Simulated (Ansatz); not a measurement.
# Lattice dynamics of Cl-terminated C(111) slab, 1 bilayer, part 3 of 3

Task: relax Cl-terminated C(111) slab, 1 bilayer, then find its harmonic phonons.

Ansatz 0.2.0; DFT LDA, scalar-relativistic, plane waves, PAW; PAW set soft_1.

So far. Step 4 (Relaxing to small forces for the phonons): The largest force component left is 0.51 meV/Å, within the tolerances set. Step 5 (Modes at Γ): Before it was imposed, the acoustic sum rule was missed by 1.4e-4 eV/Å² and the charge sum rule by 0.0012 e. Small misses are needed for a sound result but don't prove that mesh and cutoff are converged. The lowest optical mode is real, 98.9 cm⁻¹.

## 6. Phonons on a q mesh

Stability and thermal properties need the whole zone. Linear response on a 6×6×1 q mesh gives force constants as far as a supercell of that size would, and the tensors from the zone-centre run are typed in so that the long-range dipole term is interpolated apart.

input.yaml reads:

```yaml
crystal:
  lattice:
    - [2.8432488901, 3.2514e-06, 0.0]
    - [-1.4216272608, 2.4623241424, 0.0]
    - [0.0, 0.0, 31.8306043296]
  atoms:
    - { symbol: C, position: [0.0, 0.0, 0.2594929791] }
    - { symbol: C, position: [0.3333333333, 0.6666666667, 0.2750645751] }
    - { symbol: Cl, position: [0.0, 0.0, 0.2049493137] }
    - { symbol: Cl, position: [0.3333333333, 0.6666666667, 0.3296082405] }
  periodic: [true, true, false]
kpoints:
  mp_grid: { grid: [12, 12, 1] }
hamiltonian:
  xc: lda
  pseudopotentials: { kind: paw, azcp: { folder: soft_1 }, xc_functional: pbe }
scf:
  occupations: { method: fixed }
output:
  eigenvalues: true
phonons:
  method: dfpt
  qmesh: [6, 6, 1]
  temperatures: { t_max: 1000, t_step: 50 }
  qpath:
    path:
      - [0.0, 0.0, 0.0]
      - [0.5, 0.0, 0.0]
      - [0.33333333, 0.33333333, 0.0]
      - [0.0, 0.0, 0.0]
    npoints: 10
  isolated: true
  non_analytic_term:
    high_frequency_dielectric_tensor: [[1.8077, 0.0, 0.0], [0.0, 1.8077, 0.0], [0.0, 0.0, 1.1715]]
    born_effective_charges:
      - { species: C, tensor: [[0.1555, 0.0, 0.0], [0.0, 0.1555, 0.0], [0.0, 0.0, 0.1857]] }
      - { species: C, tensor: [[0.1555, 0.0, 0.0], [0.0, 0.1555, 0.0], [0.0, 0.0, 0.1857]] }
      - { species: Cl, tensor: [[-0.1555, 0.0, 0.0], [0.0, -0.1555, 0.0], [0.0, 0.0, -0.1857]] }
      - { species: Cl, tensor: [[-0.1555, 0.0, 0.0], [0.0, -0.1555, 0.0], [0.0, 0.0, -0.1857]] }
    source: "zone-centre run at this cell"
```

Run with:

```sh
ansatz run input.yaml --threads 4 --pin off --max-ram 16384MiB --backend cpu --events-out ev --progress --plain --runs-dir out
```

Numbers of over 12 decimals in the logs are rounded to 6 here.

What it wrote:

```text
Warning: phonons: the dynamical matrix that this run interpolates holds no multipole term above the dipole-dipole one, and a site of this crystal is no centre of inversion, so its interpolated transverse optical and acoustic branches and sound speeds can stay off near Gamma, and the density of states and the thermodynamics with them. What a run solves at a wave vector of phonons.qpoints, Gamma apart, where the deck admits one, is free of this, and under fd what a larger phonons.supercell samples
[...]
Crystal: 4 atoms, lattice volume = 222.846 Å³
Basis set: ecut = 420 eV, 4379 PW (Γ), exchange–correlation on 40×40×432 points (8 copies of the dense FFT grid, shifted against one another)
Bands: 15, of which v1, the nominal top of the filled ones, is band 11 counted from 1 (10 counted from 0)
Symmetry: 12 space group operations
k-points: 19 of 144 (irreducible under 6 space group operations, time reversal used)
[...]
SCF iter   1: F=—  HF=-2571.982062 eV  |F-HF|=—  |Δ(HF+E_count)|=         —  Δρ=2.90e-2  dr2=1.33e0  ethr=3.10e-3  ⟨swp⟩=7.4  Hψ=2023  notcnv=0  defer=33
[...]
SCF iter  11: F=-2571.519950 eV  HF=-2571.519950 eV  |F-HF|=1.82e-11  |Δ(HF+E_count)|=  1.09e-11  Δρ=1.48e-8  dr2=3.94e-13  ethr=1.00e-12  ⟨swp⟩=18.9  Hψ=2892  notcnv=0
SCF 1 converged in 11 iterations: F = -2571.519950 eV  dr2 = 3.94e-13
[...]
NSCF: frozen V_eff on 19 k-points
[...]
DFPT response loops at q = (0, 0, 0) (fractional): preconditioner auto → none (the input reference at scf.mixing.eps_inf says where Resta's filter doesn't serve); β = 0.50; Broyden in place of MSR1
[...]
SCF converged after 11 iterations
Free energy (F): -2571.519950 eV
[...]
Internal energy: -2571.519950 eV  (E = F + TS)
E sigma→0 (E₀):  -2571.519950 eV
Fermi energy:    -3.739396 eV
[...]
--- Band table (eV; the first three rows and the last of 19) ---
  k-point 0: bands = [... 7 lower, -5.0253, -5.0253, -3.7394, -3.7394, -2.5620, -1.6893 (-1.6893°), -1.0780, -0.1205]
  k-point 1: bands = [... 7 lower, -5.5266, -5.1002, -4.2787, -3.8532, -2.4007, -1.3063 (-1.3063°), -0.9588, -0.0739]
  k-point 2: bands = [... 7 lower, -6.6503, -5.5632, -5.3315, -4.1489, -2.0256, -1.2812 (-1.2812°), -0.6169, 0.7075]
  k-point 18: bands = [... 7 lower, -9.7507, -8.5335, -8.5335, -8.3240, 0.2044, 0.2044, 1.0232, 2.8218]
  ° read free of the cell's end (the report's vacuum.weakly_bound_levels)
--- Phonons (Γ-DFPT): 8 representative perturbations + reference (Σ response iterations 38) ---
  ASR residual: 2.369e-5 → 0.000e0 eV/Å²; symmetrization residual: 1.939e-6 eV/Å²
[...]
ASR residual per site (eV/Å²): 2.37e-5 2.24e-5 2.32e-6 3.57e-6
[...]
--- Phonons (arbitrary-q DFPT): 7 irreducible q on the 6×6×1 mesh ---
  q = [0.0000, 0.0000, 0.0000] (star 1, of the zone-centre solve; hermiticity 8.85e-8, symmetrization 2.65e-8, taken by the last average 2.02e-8): -0.00 -0.00 -0.00 98.89 98.89 132.08 132.08 414.86 763.24 763.24 857.03 1060.93
  q = [0.0000, 0.1667, 0.0000] (star 6, 12 solved perturbations in 1464 linear systems a pass and spin channel, the states on 144 of 144 k-point pairs; hermiticity 7.25e-8, symmetrization 2.85e-8, taken by the last average 6.02e-8): 62.79 114.81 133.21 205.17 221.61 241.96 296.44 401.97 724.82 772.87 841.76 998.09
[...]
q = [0.1667, 0.3333, 0.0000] (star 12, 12 solved perturbations on 144 of 144 k-point pairs: no pair is spared here; hermiticity 1.13e-7, symmetrization 0.00e0, taken by the last average 7.39e-8): 205.99 258.81 264.59 322.45 378.45 380.69 498.84 526.21 599.88 792.07 838.30 870.24
[...]
sum rule: each row above includes the acoustic sum rule's correction from the zone centre's row sums; it moved no ω² by more than (0.73 cm⁻¹)²
  mesh force constants: q→R imaginary residual 1.61e-18; ASR residual 2.369e-5 → 0.000e0 eV/Å²; symmetrization residual 2.842e-14 eV/Å²
  interpolated dispersion: 31 rows × 12 modes
  density of states and harmonic sums: on the 30×30×1 q-mesh, interpolated from the force constants of a 6×6×1 supercell (with the dipole–dipole term of supplied tensors)
  largest difference from the sums on the solved wave vectors: F 2.24e-2 eV, S 2.93e-5 and C_V 6.90e-6 eV/K
  zero-point energy: 0.349159 eV/cell   skipped modes (ω ≤ 0): 3   left out of the sums: 2.78e-4 of the cell's modes: C_V's classical limit lies that fraction below 3 k_B per atom; for a crystal, a wire or a layer, F and S can be off by more, and a phonons.interpolated_qmesh denser along its periods is the remedy for the sampling
```

Run time: 9 min. Hardware: 4 threads of Arm Neoverse V2, shared host; peak memory 1.4 GiB; 35 min of CPU time.

Numbers from this step:

* sum-rule residual before enforcement: 2.37e-5 eV/Å²
* lowest frequency on the path: 0 cm⁻¹
* highest frequency on the path or at a solved wavevector: 1061 cm⁻¹
* mean frequency: 469.4 cm⁻¹
* lowest mode on the q mesh (acoustic modes at Γ apart): 62.79 cm⁻¹
* zero-point energy per atom: 87.29 meV
* heat capacity at 300 K: 16.56 J/(mol atoms K)
* vibrational entropy at 300 K: 14.57 J/(mol atoms K)

Frequencies (cm⁻¹) solved at each irreducible wavevector; negative means imaginary. Frequencies by wavevector, by row:

```tsv
q in reciprocal lattice units	star	mode 1	mode 2	mode 3	mode 4	mode 10	mode 11	mode 12
0 0 0	1	0	0	0	98.9	763.2	857	1061
0 0.1667 0	6	62.8	114.8	133.2	205.2	772.9	841.8	998.1
0 0.3333 0	6	152.4	184.9	190.6	340.3	784.6	860	912.8
0 -0.5 0	3	207.7	212.1	212.6	320.1	819.4	854.3	874.5
0.1667 0.1667 0	6	124.5	199.9	208	304.7	766.6	846.1	930
0.1667 0.3333 0	12	206	258.8	264.6	322.4	792.1	838.3	870.2
0.3333 0.3333 0	2	266.7	266.7	339.3	342.9	781.3	834.5	834.5
```

Interpolated from a 6×6×1 q mesh, with the LO-TO term (at Γ the limit along the path; where Γ stands inside the path, tables give the limit on arrival). Phonon branches along the path, in cm⁻¹:

```tsv
point	branch 1	branch 2	branch 3	branch 4	branch 9	branch 10	branch 11	branch 12
Γ	0	0	0	99	763	763	857	1061
halfway	107	156	165	287	685	775	850	952
M	208	212	213	320	536	819	854	874
halfway	225	264	274	310	556	814	820	861
K	267	267	339	343	573	781	834	834
halfway	124	200	208	305	678	767	846	930
Γ	0	0	0	99	763	763	857	1061
```

The phonon density of states has structure finer than the step of the table below, so its rows give means over 50 cm⁻¹, whole bins alone (the curve runs from 5 to 1065 cm⁻¹). Peaks (cm⁻¹: height): 215.0: 0.0319, 325.0: 0.0316, 365.0: 0.0446, 395.0: 0.0323, 535.0: 0.0210, 775.0: 0.0327, 845.0: 0.0491.

Tetrahedra on a 30×30×1 mesh, mean over bins of 10 cm-1. Interpolated from a 6×6×1 q mesh. Table of phonon density of states by wavenumber; means over each step:

wavenumber (cm⁻¹), phonon density of states (1/cm⁻¹/cell) and a bar:
```
       50     0.0030 #
      100     0.0069 ######
      150     0.0131 #############
      200     0.0251 ############################
      250     0.0178 ###################
      300     0.0190 ####################
      350     0.0272 ##############################
      400     0.0220 ########################
      450     0.0063 #####
      500     0.0098 #########
      550     0.0120 ############
      600     0.0066 #####
      650     0.0048 ###
      700     0.0036 ##
      750     0.0084 ########
      800     0.0149 ###############
      850     0.0247 ###########################
      900     0.0075 ######
      950     0.0035 ##
     1000     0.0021
```

The partial phonon density of states has structure finer than the step of the table below, so its rows give means over 25 cm⁻¹, whole bins alone (the curve runs from -10 to 1103 cm⁻¹). Peaks (cm⁻¹: height): C 535.9: 0.0168, 773.8: 0.0236, 850.8: 0.0326; Cl 207.0: 0.0274, 325.9: 0.0251, 374.9: 0.0340.

Phonopy on the run's constants, 21x21x1 mesh, Gaussian sigma 7.9 cm-1. Interpolated from a 6×6×1 q mesh. The partial phonon density of states by wavenumber; means over each step; values in 1/cm⁻¹/cell:

```tsv
wavenumber (cm⁻¹)	C	Cl
25	4.3e-4	0.00134
50	7.3e-4	0.00235
75	9.0e-4	0.00323
100	0.00112	0.00594
125	0.00149	0.00852
150	0.00209	0.0110
175	0.00258	0.0148
200	0.00311	0.0232
225	0.00286	0.0213
250	0.00280	0.0152
275	0.00223	0.0134
300	0.00349	0.0136
325	0.00358	0.0229
350	0.00402	0.0174
375	0.00471	0.0305
400	0.00386	0.0193
425	0.00480	0.00285
450	0.00595	5.9e-4
475	0.00669	5.3e-4
500	0.00860	6.0e-4
525	0.0141	9.3e-4
550	0.0114	5.8e-4
575	0.00703	1.8e-4
600	0.00642	1.2e-4
625	0.00539	7.9e-5
650	0.00471	6.1e-5
675	0.00412	4.7e-5
700	0.00359	3.8e-5
725	0.00308	3.0e-5
750	0.00535	3.5e-4
775	0.0197	0.00212
800	0.0111	0.00111
825	0.0135	0.00133
850	0.0283	0.00235
875	0.0141	7.8e-4
900	0.00658	3.0e-4
925	0.00456	1.6e-4
950	0.00340	1.0e-4
975	0.00258	6.2e-5
1000	0.00201	4.4e-5
1025	0.00162	2.7e-5
1050	0.00113	1.8e-5
1075	1.5e-4	1.1e-6
```

Harmonic thermodynamic functions per atom, from the density of states. Interpolated from a 6×6×1 q mesh. Thermodynamic functions, by row:

```tsv
T (K)	F_vib (meV/atom)	S (J/mol-atom/K)	C_V (J/mol-atom/K)
0	87.29	0	0
100	86.32	2.799	5.292
200	80.4	8.735	12.16
300	68.28	14.57	16.56
400	50.44	19.73	19.25
500	27.61	24.22	20.92
600	0.43	28.14	21.98
700	-30.55	31.58	22.68
800	-64.9	34.64	23.16
900	-102.2	37.39	23.51
1000	-142.3	39.88	23.77
```

Symmetry leaves 7 wavevectors to solve. The lowest mode among them, the acoustic zeros apart, lies at q = (0, 0.167, 0) and is real, 62.8 cm⁻¹.

## 7. Outcome

```json
{
 "space group after relaxation (within 0.01 Å)": "P-3m1",
 "area per atom": "1.75 Å²",
 "gap on the k-mesh": "1.18 eV",
 "highest optical mode at the zone centre (no LO-TO term)": "1061 cm⁻¹",
 "lowest optical zone-centre mode": "98.9 cm⁻¹",
 "largest Born charge (third of the trace)": "0.166 e",
 "lowest mode on the q mesh (acoustic modes at Γ apart)": "62.8 cm⁻¹",
 "highest frequency on the path or at a solved wavevector": "1061 cm⁻¹",
 "zero-point energy per atom": "87.3 meV",
 "heat capacity at 300 K": "16.6 J/(mol atoms K)",
 "vibrational entropy at 300 K": "14.6 J/(mol atoms K)",
 "imaginary modes on the 6×6×1 q mesh": "none"
}
```

The structure is a minimum as far as tested: no mode is imaginary at the 7 irreducible wavevectors of the 6×6×1 mesh, and the softest away from the acoustic zeros lies at 63 cm⁻¹. Without the field, the optical modes at Γ span 99 to 1061 cm⁻¹. The highest mode in this list at Γ, 1060.9 cm⁻¹, is mostly motion of C (98 % of the kinetic energy). The strongest infrared line is at 132 cm⁻¹. In a sheet or slab the interpolated bending branch near Γ is rough, since the rotational sum rule isn't imposed. Dielectric tensors refer to the cell with its vacuum. The PAW files were made for PBE and serve the other functionals too. The starting cell was built on a prototype and not taken from a measurement. These are harmonic frequencies at zero temperature: anharmonic shifts, linewidths and thermal expansion are left out.

[Logs are printed without paths, hosts, clocks, repeated set-up lines and the standing remarks that a program may print on its own settings, such as how far it seeks lower states.]

[Hosts, paths, dates, database ids (printed as entryN), source tags and the programs' standing remarks are cut or masked in the printed files.]
